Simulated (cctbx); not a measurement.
# Interatomic vectors of Ho2Ga6Sn3Bi

Space group P6_3/mmc (no. 194), a = 6.3200 Å, b = 6.3200 Å, c = 14.5700 Å, α = 90.00°, β = 90.00°, γ = 120.00°, content Bi2 Ho4 Sn6 Ga12.

Simulated single-crystal data (cctbx): Mo Kα, λ = 0.71073 Å, to d = 0.75 Å, 95 % of the full sphere, strongest reflection 20000 counts, noise from counting, a 3 % proportional error and a noise floor of 4 counts (s.d.); no absorption.

Patterson synthesis from sharpened amplitudes, origin scaled to 1000:

```text
Patterson group P 6/m m m
      u       v       w   height  length (A)
  0.000   0.000   0.000   1000.0     0.00
  0.000   0.500   0.000    546.3     3.16
  0.333   0.667   0.164    337.8     4.36
  0.333   0.667   0.339    310.8     6.14
  0.000   0.000   0.500    305.6     7.29
  0.000   0.500   0.500    300.4     7.94
  0.168   0.336   0.167    299.8     3.05
  0.333   0.667   0.500    228.6     8.15
  0.164   0.327   0.336    212.1     5.21
  0.000   0.000   0.320    204.6     4.67
  0.000   0.500   0.329    171.3     5.74
  0.166   0.331   0.500    164.8     7.51
  0.000   0.500   0.129     73.2     3.68
  0.000   0.000   0.130     66.3     1.89
```

**Question.** Which atom pairs make the peaks, and where is the heaviest atom?

A peak at u stands for all pairs with xi − xj = u, with weight Σ ZiZj against Σ Z² = 58266 at the origin. Peak heights follow these weights only roughly, since form factors, motion and series ripples differ, all vectors within 0.55 Å of a peak are counted as merged into it though the farther ones add only part of their weight, and F(000) is left out, which lowers the whole map:

| u | v | w | shortest length (Å) | height | 1000 ΣZiZj/ΣZ² | pairs in the cell |
| --- | --- | --- | --- | --- | --- | --- |
| 0.000 | 0.500 | 0.000 | 3.16 | 546 | 874 | 8 × Ho–Ga, 4 × Bi–Sn, 4 × Sn–Sn, 8 × Ga–Ga |
| 0.333 | 0.667 | 0.164 | 4.36 | 338 | 477 | 2 × Bi–Ho, 6 × Sn–Ga, 1 × Ho–Ho, 3 × Ga–Ga |
| 0.333 | 0.667 | 0.339 | 6.14 | 311 | 350 | 2 × Bi–Ho, 6 × Sn–Ga |
| 0.000 | 0.000 | 0.500 | 7.29 | 306 | 494 | 6 × Sn–Sn, 2 × Bi–Bi |
| 0.000 | 0.500 | 0.500 | 7.94 | 300 | 457 | 4 × Bi–Sn, 4 × Sn–Sn |
| 0.168 | 0.336 | 0.167 | 3.05 | 300 | 414 | 2 × Ho–Sn, 4 × Sn–Ga, 2 × Bi–Ga, 2 × Ho–Ga, 2 × Ga–Ga |
| 0.333 | 0.667 | 0.500 | 8.15 | 229 | 253 | 2 × Ho–Ho, 6 × Ga–Ga |
| 0.164 | 0.327 | 0.336 | 5.21 | 212 | 310 | 2 × Ho–Sn, 4 × Sn–Ga, 2 × Bi–Ga |
| 0.000 | 0.000 | 0.320 | 4.66 | 205 | 253 | 2 × Ho–Ho, 6 × Ga–Ga |
| 0.000 | 0.500 | 0.329 | 5.74 | 171 | 209 | 4 × Ho–Ga, 4 × Ga–Ga |

The table stops at ten peaks or at a height of 45, below which ripples compete. In the model behind the data Bi, the heaviest element, has 1 independent site: (0, 0, 3/4), up to an allowed shift of origin; the Bi–Bi vectors are differences of these positions and their symmetry mates. The whole model:

```csv
atom,mult.,x,y,z,Ueq (Å²)
Bi1,2,0,0,3/4,0.0097
Ho1,4,2/3,1/3,0.9072,0.0102
Sn1,6,0.0398,0.5199,3/4,0.0102
Ga1,12,0.1714,0.3428,0.9192,0.0105
```

The model was made for the exercise: a known structure type with other elements put in, its volume estimated, not relaxed; displacement parameters are assumed.

[Logs are printed without paths, hosts, clocks, repeated set-up lines and the standing remarks that a program may print on its own settings, such as how far it seeks lower states.]
